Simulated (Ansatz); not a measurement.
# 2H-VSeTe bilayer (2H stacking) in a perpendicular field, part 2 of 2

Aim: how the 2H-VSeTe bilayer (2H stacking) screens a field along its normal, and what the field does to its bands. A positive field points along +c.

Ansatz 0.2.0; plane-wave DFT, PBE+U-D3(BJ), Ansatz PAW.

So far. Step 8 (Single point, field 0.35 V/Å): The dipole is 0.212 e·Å, 0.248 e·Å from its value without field.

### Step 9. Response, atoms held

This step: plane-wave DFT, PBE+U-D3(BJ), Ansatz PAW; response to a field along the normal, atoms held (Ansatz 0.2.0).

The dipoles give the slope, and the difference of two potentials shows where the field is screened.

Numbers from this step:

```
equivalent conductor thickness p/(ε₀AE) : 12.43 Å
distance between the outer atoms        : 9.869 Å
```

The dipole of the cell by applied field:

```csv
applied field (V/Å),dipole of the cell (e·Å)
-0.200,-0.179
-0.100,-0.108
0.000,-0.0366
0.100,0.0346
0.200,0.106
0.350,0.212
```

The total moment by applied field:

```csv
applied field (V/Å),total moment (μB)
-0.200,0.178
-0.100,0.190
0.000,0.204
0.100,0.222
0.200,0.234
0.350,0.244
```

Local field over the applied field, running mean. From the potentials at -0.1 and 0.1 V/Å; running mean over 2.5 Å. The local field over applied field by z:

```csv
z (Å),local field over applied field
4.5,0.997
5.0,0.991
5.5,0.975
6.0,0.935
6.5,0.851
7.0,0.711
7.5,0.540
8.0,0.365
8.5,0.203
9.0,0.0835
9.5,0.0362
10.0,0.0140
10.5,0.00486
11.0,0.00591
11.5,0.00845
12.0,-0.00433
12.5,-0.0100
13.0,-0.0136
13.5,-0.0144
14.0,-0.0115
14.5,-0.00797
15.0,-0.00582
15.5,0.00110
16.0,0.00788
16.5,0.00879
17.0,-0.00186
17.5,0.00793
18.0,0.0265
18.5,0.0670
19.0,0.165
19.5,0.328
20.0,0.501
20.5,0.673
21.0,0.825
21.5,0.924
22.0,0.971
22.5,0.990
23.0,0.996
23.5,0.999
```

The induced electron density oscillates, so the rows of the table below give means over windows of 0.5 Å about each position, cut where the curve ends. Its maxima inside the range that stand out by 2 % of the span (Å: e/Å³ per V/Å): 7.69: 0.00347, 10.89: 0.00225, 11.61: 2.0e-4, 15.68: 1.9e-4, 16.98: 0.00198, 17.71: 0.00282, 18.87: -5.3e-4. Its minima: 10.45: -0.00153, 11.32: -7.4e-4, 14.66: -2.0e-4, 16.69: -0.00131, 17.42: -0.00152, 18.14: -0.00139, 19.89: -0.00362.

Electrons, planar mean, per unit field. Table of induced electron density by z; means over each step:

z (Å), induced electron density (e/Å³ per V/Å) and a bar from the least value:
```
      4.5    0.00002 ################
      5.0    0.00004 ################
      5.5    0.00013 ################
      6.0    0.00034 #################
      6.5    0.00084 ####################
      7.0    0.00184 ########################
      7.5    0.00312 ##############################
      8.0    0.00283 #############################
      8.5    0.00105 ####################
      9.0    0.00070 ###################
      9.5    0.00049 ##################
     10.0   -0.00037 ##############
     10.5   -0.00074 ############
     11.0    0.00096 ####################
     11.5   -0.00015 ###############
     12.0    0.00004 ################
     12.5    0.00007 ################
     13.0    0.00007 ################
     13.5    0.00004 ################
     14.0   -0.00007 ###############
     14.5   -0.00018 ###############
     15.0   -0.00008 ###############
     15.5    0.00014 ################
     16.0    0.00006 ################
     16.5   -0.00067 #############
     17.0    0.00063 ###################
     17.5    0.00034 #################
     18.0   -0.00026 ##############
     18.5   -0.00102 ###########
     19.0   -0.00069 ############
     19.5   -0.00223 #####
     20.0   -0.00341 
     20.5   -0.00223 #####
     21.0   -0.00099 ###########
     21.5   -0.00039 ##############
     22.0   -0.00014 ###############
     22.5   -0.00005 ###############
     23.0   -0.00002 ################
     23.5   -0.00001 ################
```

By hand: between -0.1 and 0.1 V/Å the dipole changes by 0.1424 e·Å, a slope of 0.7122 e·Å²/V. A perfect conductor of thickness t has p = ε₀AEt, so t = 180.95 × 0.7122 / 10.368 = 12.43 Å (e/ε₀ = 180.95 V·Å, A in Å²).

The induced dipole is that of a conductor 12.43 Å thick.

### Step 10. The same run with other settings

This step: plane-wave DFT, PBE+U-D3(BJ), Ansatz PAW (Ansatz 0.2.0).

An input spoilt on purpose, to show how the run answers: it repeats the earlier run at 0.1 V/Å with efield.axis from 3 to 0, and scf.max_iter set to 80.

The input, input.yaml:

```yaml
crystal:
  lattice:
    - [3.4600761684, 0.0, 0.0]
    - [-1.7300380842, 2.9965138609, 0.0]
    - [0.0, 0.0, 27.8693067301]
  atoms:
    - { symbol: Te, position: [0.3333333333, 0.6666666667, 0.3229359125], spin: -0.17 }
    - { symbol: V, position: [0.0, 0.0, 0.3903614267], spin: 1.57 }
    - { symbol: Se, position: [0.3333333333, 0.6666666667, 0.4444305483], spin: -0.14 }
    - { symbol: Te, position: [0.0, 0.0, 0.556020841], spin: 0.17 }
    - { symbol: V, position: [0.3333333333, 0.6666666667, 0.6227303763], spin: -1.35 }
    - { symbol: Se, position: [0.0, 0.0, 0.6770640875], spin: 0.14 }
magnetization:
  spin_polarized: true
kpoints:
  mp_grid: { grid: [18, 18, 1] }
  band_path:
    path: [[0, 0, 0], [0.5, 0, 0], [0.33333333, 0.33333333, 0], [0, 0, 0]]
    npoints: 16
hamiltonian:
  xc: pbe
  dispersion: d3bj
  hubbard: { sites: [{ species: V, l: d, u_eff: 2.0 }] }
scf:
  occupations: { method: fermi_dirac, width: 0.02585 }
  convergence: { dr2_threshold: 1.0e-10 }
  max_iter: 80
efield:
  axis: 0
  dipole_correction: true
  ramp_position: 0.9605
  ramp_width: 0.0725
  amplitude: 0.1
output:
  write_potential: true
  write_density: true
  volumetric_format: npy
```

Command:

```sh
$ ansatz run input.yaml --threads 4 --pin off --max-ram 12288MiB --backend cpu --events-out ev --progress --plain --runs-dir out
```

It took 0.03 s on 4 threads of Intel Xeon Platinum 8488C (Sapphire Rapids), shared host; peak memory 0.049 GiB.

The program refused the input before any cycle.

The program's message: “Error: invalid value for `efield.axis`: must be in [1, 3]; got 0”

The fault put into the input: an axis of 0, outside the range 1 to 3.

### Step 11. The same run with other settings: scf.n_extra_bands = 32

Another changed input: it repeats the earlier run at 0.1 V/Å with scf.n_extra_bands to 32.

input.yaml, as its differences from that of step 10:

```diff
@@ -26,5 +26,5 @@
   convergence: { dr2_threshold: 1.0e-10 }
-  max_iter: 80
+  n_extra_bands: 32
 efield:
-  axis: 0
+  axis: 3
   dipole_correction: true
```

The job ended after 4.3 min (4 threads; peak memory 3.7 GiB).

This step gave:

- energy at zero smearing: -30724.0467 eV
- total moment: 0.2216 μB
- site moments: -0.1756, 1.543, -0.1412, 0.1741, -1.349, 0.1380 μB
- dipole along the normal: 0.03464 e·Å

Deep bands are left out, so band numbers here count from the lowest band kept and differ from the log's. The electronic bands at the labelled points (eV, zero at the Fermi level; # counts the bands kept):

```csv
point,up #11,up #12,up #13,up #14,down #11,down #12,down #13,down #14
Γ,-0.15,0.19,0.19,1.62,-0.39,0.37,0.37,1.98
halfway,-1.26,-0.80,-0.33,0.56,-1.13,-0.76,-0.21,0.70
M,-1.21,-0.83,-0.61,0.20,-1.05,-0.81,-0.58,0.31
halfway,-1.55,-1.19,-0.82,-0.10,-1.49,-1.26,-0.73,0.16
K,-1.59,-1.15,-0.68,-0.40,-1.53,-1.21,-0.65,-0.03
halfway,-1.28,-0.94,-0.78,0.46,-1.18,-0.91,-0.71,0.59
Γ,-0.15,0.19,0.19,1.62,-0.39,0.37,0.37,1.98
```

Site moment by atom:

```csv
atom,site moment (μB)
Te1,-0.18
V2,1.54
Se3,-0.14
Te4,0.17
V5,-1.35
Se6,0.14
```

```csv
quantity,this run,earlier run,difference
dipole along the normal (e·Å),0.03464,0.03463,2.6e-6
total moment (μB),0.2216,0.2216,3.8e-5
```

Nothing in the table moves by 0.01 in its unit (for the dipole 0.5 % and 5e-5 e·Å). The run took 47 SCF cycles against 48.

Of the bands kept, 6 cross the Fermi level on this path, both spins counted.

### Step 12. Outcome

```
gap without field                          : none
work function, upper face                  : 5.33 eV
step between the vacuum levels             : 0.639 eV
equivalent conductor thickness, atoms held : 12.4 Å
```

What this shows: The induced dipole equals that of a perfect conductor 12.43 Å thick, while the outer atoms lie 9.87 Å apart. The two faces differ: the vacuum level above lies 0.64 eV higher than the one below. There is no gap over 0.03 eV, with or without the field. The magnetic order is the one reached from the typed start; other orders were not compared. Spin-orbit coupling is left out, which matters for the bands of elements this heavy.

[Logs are printed without paths, hosts, clocks, repeated set-up lines and the standing remarks that a program may print on its own settings, such as how far it seeks lower states.]

[Hosts, paths, dates, database ids (printed as entryN), source tags and the programs' standing remarks are cut or masked in the printed files.]

[Maps of the electrostatic potential energy from Ansatz leave out the sawtooth potential of an applied field or a dipole correction, so their vacuum need not be flat; planar profiles and work functions include it.]
